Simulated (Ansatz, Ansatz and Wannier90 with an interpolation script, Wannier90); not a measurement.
# From a coarse GW mesh to bands everywhere: AlH3 (R-3c)

Wanted: quasiparticle gap and band widths of AlH3 (R-3c) over the whole zone.

Calculated with Ansatz 0.2.0; LDA, Wannier functions and G0W0, plane waves, PAW.

## (1) The starting structure

Symmetry: R-3c, No. 167, trigonal system. Conventional cell: a = 4.449 Å, b = 4.449 Å, c = 11.804 Å, α = 90.00°, β = 90.00°, γ = 120.00°. Al has 6 H at 1.72 Å nearest. Nearest to H lie 2 Al at 1.72 Å. Farther neighbours are not listed.

The cell and positions come from the Crystallography Open Database and are kept as given unless a step says otherwise. The default PAW set here is soft_2. Its files were made with PBE.

## (2) LDA bands

Levels along a band path, at the cheap level, show where the edges lie and whether the meshes to come will hold them.

This step: DFT, LDA, plane waves, PAW.

File input.yaml:

```yaml
crystal:
  lattice:
    - [2.22465, 1.2844022764, 3.9345666667]
    - [-2.22465, 1.2844022764, 3.9345666667]
    - [0.0, -2.5688045527, 3.9345666667]
  atoms:
    - { symbol: Al, position: [0.0, 0.0, 0.0] }
    - { symbol: Al, position: [0.5, 0.5, 0.5] }
    - { symbol: H, position: [0.878, 0.622, 0.25] }
    - { symbol: H, position: [0.25, 0.878, 0.622] }
    - { symbol: H, position: [0.622, 0.25, 0.878] }
    - { symbol: H, position: [0.122, 0.378, 0.75] }
    - { symbol: H, position: [0.75, 0.122, 0.378] }
    - { symbol: H, position: [0.378, 0.75, 0.122] }
kpoints:
  mp_grid: { grid: [4, 4, 4] }
  band_path:
    path:
      - [[0.0, 0.0, 0.0], [0.5, 0.5, 0.5], [0.76229103, 0.23770897, 0.5]]
      - [[0.5, -0.23770897, 0.23770897], [0.5, 0.0, 0.0], [0.0, 0.0, 0.0], [0.36885449, -0.36885449, 0.0]]
      - [[0.63114551, 0.0, 0.36885449], [0.5, 0.0, 0.5], [0.0, 0.0, 0.0]]
    npoints: 10
hamiltonian:
  xc: lda
scf:
  occupations: { method: fermi_dirac, width: 0.02 }
  n_extra_bands: 35
output:
  eigenvalues: true
  fatbands: true
  write_density: true
  write_potential: true
  elf: true
  volumetric_format: npy
```

On the command line:

```sh
> ansatz run input.yaml --threads 8 --pin off --max-ram 18432MiB --backend cpu --events-out ev --progress --plain --runs-dir out
```

Numbers of over 12 decimals in the logs are rounded to 6 here.

The log of the run:

```text
scf.n_extra_bands = 35 over 6 filled bands (N_el = 12.0): the run solves 41 bands
Engine: ansatz 0.2.0, aarch64-unknown-linux-gnu
Pseudopotentials: kind: paw
Pseudopotential: Al, paw, valence charge 3, recommended cutoff 420 eV (normal), Al.paw.azcp
Pseudopotential: H, paw, valence charge 1, recommended cutoff 420 eV (normal), H.paw.azcp
Functional definition: SPW92
  exchange = slater_x
  correlation = pw_c
Crystal: 8 atoms, lattice volume = 67.454 Å³
Basis set: ecut = 420 eV, 1309 PW (Γ)
Bands: 41, of which v1, the nominal top of the filled ones, is band 6 counted from 1 (5 counted from 0)
Symmetry: 12 space group operations
Space group: R-3c (ITA 167), of the structure as read, at distance tolerance 4.1e-5 Å
k-points: 13 of 64
Non-local potential: Al, projectors of the file, l = 0: 2, l = 1: 2, l = 2: 1
Non-local potential: H, projectors of the file, l = 0: 2, l = 1: 1
PAW form: soft (Blöchl's): semilocal exchange-correlation on the pseudo side does not see the compensation charge
PAW frozen core: Al, regenerated for the run's functional, and the local potential with it (the file was generated under x = pbe(κ = 0.804, μ = 0.219515), c = pbe(β = 0.066725))
PAW one-centre angular grid: Al, 110 points (default); XC on 64 Gauss nodes
PAW one-centre angular grid: H, 110 points (default); XC on 64 Gauss nodes
Initial density: superposition of atomic densities (neutral atoms: chi_scale 0, normalization atom), corrected by the library's trained network
Initial wavefunctions: pseudopotential atomic-orbital guess
Functional: x = slater, c = lda
SCF iter   1: F=—  HF=-1119.660958 eV  |F-HF|=—  |Δ(HF+E_count)|=         —  Δρ=1.25e-2  dr2=7.07e-2  ethr=1.77e-3  ⟨swp⟩=5.3  Hψ=2581  notcnv=0  defer=119
preconditioner: auto → none  [insulator: Δε(μ)=1.819 eV  Ē_g=22.609 eV  σ=0.020 eV  W_gap=1.00  n_scr=14 (ndim 8)  ℏωp=15.7 eV  f_vac=0.000  D(μ)=0.00/eV (n_scr^D=0)  ε∞_Penn≈1.5]
SCF iter   2: F=—  HF=-1119.636023 eV  |F-HF|=—  |Δ(HF+E_count)|=   2.49e-2  Δρ=4.08e-3  dr2=7.48e-3  ethr=5.89e-4  ⟨swp⟩=1.2  Hψ=640  notcnv=0  defer=227
SCF iter   3: F=—  HF=-1119.633211 eV  |F-HF|=—  |Δ(HF+E_count)|=   2.81e-3  Δρ=1.67e-4  dr2=1.79e-5  ethr=6.23e-5  ⟨swp⟩=3.0  Hψ=327  notcnv=0  defer=367
SCF iter   4: F=—  HF=-1119.633211 eV  |F-HF|=—  |Δ(HF+E_count)|=   1.49e-7  Δρ=2.96e-5  dr2=2.55e-7  ethr=1.50e-7  ⟨swp⟩=2.0  Hψ=243  notcnv=0  defer=367
iter 5 did not close the SCF: its close was put off for the readings that it lacked (scf_convergence_deferred on its scf_iter line)
SCF iter   5: F=-1119.633212 eV  HF=-1119.633212 eV  |F-HF|=5.40e-10  |Δ(HF+E_count)|=   5.65e-8  Δρ=2.27e-6  dr2=2.24e-9  ethr=2.13e-9  ⟨swp⟩=2.0  Hψ=244  notcnv=0  defer=367
SCF iter   6: F=-1119.633212 eV  HF=-1119.633212 eV  |F-HF|=1.36e-12  |Δ(HF+E_count)|=  7.19e-10  Δρ=1.10e-7  dr2=5.30e-12  ethr=1.87e-11  ⟨swp⟩=8.3  Hψ=3299  notcnv=0
SCF 1 converged in 6 iterations: F = -1119.633212 eV  dr2 = 5.30e-12
[...]
NSCF: frozen V_eff on 73 k-points
SCF converged after 6 iterations
Free energy (F): -1119.633212 eV
Harris-Foulkes:  -1119.633212 eV  (|F-HF|=1.36e-12)
Internal energy: -1119.633212 eV  (E = F + TS)
E sigma→0 (E₀):  -1119.633212 eV
Fermi energy:    2.035230 eV
--- Per-component energies (eV) ---
  E_band       = -26.370643
  E_kinetic    = 130.287235
  E_local      = -91.371060  (includes V_loc(G=0)·N_el)
  E_nonlocal   = 29.127442
  E_hartree    = 22.799400
  E_xc         = -132.074293
  E_vxc        = -128.402118  (∫ρ·V_xc dr)
  E_paw        = -889.346250  (= ΣΔE_a)
  E_vpaw       = -11.603580  (= ΣTr[D̂ρ^β])
  E_aug_tail   = -0.007369  (compensation charges beyond the density's cutoff)
  E_ewald      = -189.159750
  E_core_change = 0.111433  (= ΣΔE_core)
  E_smearing   = -0.000000  (= −TS)
  E_closure    = 0.000000  (closes the sum)
  Σ components = -1119.633212   (vs F -1119.633212, Δ=0.00e0)
--- Band table (eV; the first three rows and the last of 13) ---
  k-point 0: bands = [... 2 lower, -0.7450, -0.7450, 0.9856, 0.9856, 2.9986, 6.6506, 6.7334, 6.7334, ... 31 higher]
  k-point 1: bands = [... 2 lower, -1.1473, -0.8346, 0.2945, 0.5465, 4.0613, 5.8269, 6.7124, 7.2199, ... 31 higher]
  k-point 2: bands = [... 2 lower, -0.6921, -0.6921, -0.3537, -0.3537, 4.7160, 4.7160, 8.4512, 8.4512, ... 31 higher]
  k-point 12: bands = [... 2 lower, -0.2340, -0.2340, -0.2340, -0.2340, 5.5886, 5.5886, 9.2020, 9.2020, ... 31 higher]
```

The job ended after 1.4 s (8 threads of Arm Neoverse V1, shared host; peak memory 0.4 GiB; 9.4 s of CPU time).

Reading the cycles: dr2 is the Hartree energy of the density residual (eV), the measure of convergence; HF is the Harris–Foulkes estimate of the energy, which meets the free energy F at convergence.

Numbers from this step:

```yaml
filled_bands: 6
gap: 1.948 eV
valence_top_at: k = (0.579, 0.000, 0.421)
conduction_bottom_at: Γ
least_direct_gap: 2.013 eV
```

The gap is indirect, with the least direct gap 0.07 eV higher.

The electronic bands at the labelled points (eV, zero at the top of the highest nominally filled band; v1 is the highest filled band, c1 the lowest empty one):

```csv
point,v4,v3,v2,v1,c1,c2,c3,c4
Γ,-1.80,-1.80,-0.07,-0.07,1.95,5.60,5.68,5.68
halfway,-1.71,-1.71,-0.52,-0.52,3.51,5.78,6.07,6.07
T,-1.28,-1.28,-1.28,-1.28,4.54,4.54,8.15,8.15
halfway,-2.90,-2.90,-0.63,-0.63,5.42,5.42,7.05,7.05
H2,-4.04,-4.04,-0.72,-0.72,5.64,5.64,8.11,8.11
jump to H0,-4.04,-4.04,-0.72,-0.72,5.64,5.64,8.11,8.11
halfway,-2.91,-2.91,-1.08,-1.08,5.11,5.11,7.03,7.03
L,-1.74,-1.74,-1.40,-1.40,3.67,3.67,7.40,7.40
halfway,-2.20,-1.89,-0.76,-0.50,3.01,4.78,5.66,6.17
Γ,-1.80,-1.80,-0.07,-0.07,1.95,5.60,5.68,5.68
halfway,-2.91,-1.62,-1.24,-0.70,3.47,5.04,5.95,6.48
S0,-4.28,-2.85,-2.17,-0.11,5.88,6.09,6.51,8.41
jump to S2,-4.28,-2.85,-2.17,-0.11,5.88,6.09,6.51,8.41
halfway,-4.44,-3.14,-2.66,-0.01,5.32,7.05,7.07,8.28
F,-3.75,-3.24,-3.11,-0.07,5.29,7.31,7.55,7.65
halfway,-2.69,-2.58,-1.96,-0.02,4.13,5.46,6.41,6.50
Γ,-1.80,-1.80,-0.07,-0.07,1.95,5.60,5.68,5.68
```

Electrostatic potential energy in the ac plane of the conventional cell at fractional y = 0.000, with atoms of Al and H within 0.2 Å of it. With pseudopotentials it is smooth inside the atoms' cores, unlike the true potential.

Ten even steps from '0' (-20 eV) to '9' (7 eV), each cell a mean:
```
42267899997413
34640289998753
88863588999988
99998888899999
99999888779999
99999986006999
99999987327999
99999888889999
99998888899999
77740289999887
22452589998632
63168999997315
42268999987413
34689999601653
88999988734888
99999888889999
99998788899999
99982038999999
99995258899999
99999888899999
99999888888999
77899998601777
22579999733532
63168999987315
```
Columns run along a (4.4 Å; values clipped at the 3rd and 97th percentile), rows up along c (11.8 Å), edges of the conventional cell, whose origin can differ from the input's. Atoms in or near the plane, at fractional coordinates: Al at (0.00, 0.50), Al at (0.00, 0.00), H at (0.63, 0.75), H at (0.67, 0.08), H at (0.71, 0.42), H at (0.37, 0.25), H at (0.33, 0.92), H at (0.29, 0.58).

ELF in the ac plane of the conventional cell at fractional y = 0.000, with atoms of Al and H within 0.2 Å of it. It is the smooth field of the valence electrons, not physical close to the nuclei.

Ten even steps from '_' (0.01) to '@' (1.00), each cell a mean:
```
__..**%%%%%%++..__..::::____
..==@@@@@@@@@@==____..::::..
..--%%@@@@@@%%==..__........
____--++**++==::::::..______
________....==##%%%%**--____
__________::##@@@@@@@@%%::__
__________::**@@@@@@@@**..__
______..::::--++****==..____
__..++##%%##++::......______
..==%%@@@@@@@@==..__..::::..
__==@@@@@@@@%%--____..::::..
____==****++::__..::::::____
____..::..____--**%%%%##==__
..::::::..__..##@@@@@@@@##::
..........__::**@@@@@@@@++..
________..::::--++****==..__
____..++##%%%%**::..________
____++@@@@@@@@@@++..________
____==%%@@@@@@%%==..________
______--++##**==::::::..____
________....::==**%%%%**--__
..::::....__::##@@@@@@@@**::
__..::::..__..**@@@@@@@@##..
____..::::..__..==****++::__
```
Columns run along a (4.4 Å), rows up along c (11.8 Å), edges of the conventional cell, whose origin can differ from the input's. Atoms in or near the plane, at fractional coordinates: Al at (0.00, 0.50), Al at (0.00, 0.00), H at (0.63, 0.75), H at (0.67, 0.08), H at (0.71, 0.42), H at (0.37, 0.25), H at (0.33, 0.92), H at (0.29, 0.58).

## (3) Overlaps and projections on 8×8×8

This step: overlaps and projections of LDA states for Wannier90, plane waves, PAW.

input.yaml, the sections that differ from step 2:

```yaml
kpoints:
  mp_grid: { grid: [4, 4, 4] }
scf:
  occupations: { method: fixed }
  n_extra_bands: 35
output:
  wannier:
    kmesh: [8, 8, 8]
    projections:
      - { species: Al, l: s, shell: 3 }
      - { species: Al, l: p, shell: 3 }
      - { species: H, l: s, shell: 1 }
    minimise: false
    seedname: w
    disentanglement: { window: [-7.94, 21.75], frozen_window: [-7.94, 6.0] }
# crystal, hamiltonian: as in step 2
```

The log of the run:

```text
[...]
Crystal: 8 atoms, lattice volume = 67.454 Å³
Basis set: ecut = 420 eV, 1309 PW (Γ)
Bands: 41, of which v1, the nominal top of the filled ones, is band 6 counted from 1 (5 counted from 0)
Symmetry: 12 space group operations
[...]
k-points: 13 of 64
[...]
--- Band table (eV; the first three rows and the last of 13) ---
  k-point 0: bands = [... 2 lower, -0.7450, -0.7450, 0.9856, 0.9856, 2.9986, 6.6506, 6.7334, 6.7334, ... 31 higher]
  k-point 1: bands = [... 2 lower, -1.1473, -0.8346, 0.2945, 0.5465, 4.0613, 5.8269, 6.7124, 7.2199, ... 31 higher]
  k-point 2: bands = [... 2 lower, -0.6921, -0.6921, -0.3537, -0.3537, 4.7160, 4.7160, 8.4512, 8.4512, ... 31 higher]
  k-point 12: bands = [... 2 lower, -0.2340, -0.2340, -0.2340, -0.2340, 5.5886, 5.5886, 9.2020, 9.2020, ... 31 higher]
[key lines of the parts left out:]
SCF converged after 6 iterations
Free energy (F): -1119.633212 eV
Fermi energy:    1.034421 eV
```

Elapsed: 4.6 s, on 8 threads; peak memory 0.74 GiB; 24 s of CPU time.

(Part 1 of 3 ends here.)

[Paths, hosts, dates, memory and timing lines, banners, echoed tables and standing remarks are left out of the program output.]

[Logs are printed without paths, hosts, clocks, repeated set-up lines and the standing remarks that a program may print on its own settings, such as how far it seeks lower states.]

[Runs of the session that timed out or met a known fault of the program may be left out.]

[Hosts, paths, dates, database ids (printed as entryN), source tags and the programs' standing remarks are cut or masked in the printed files.]
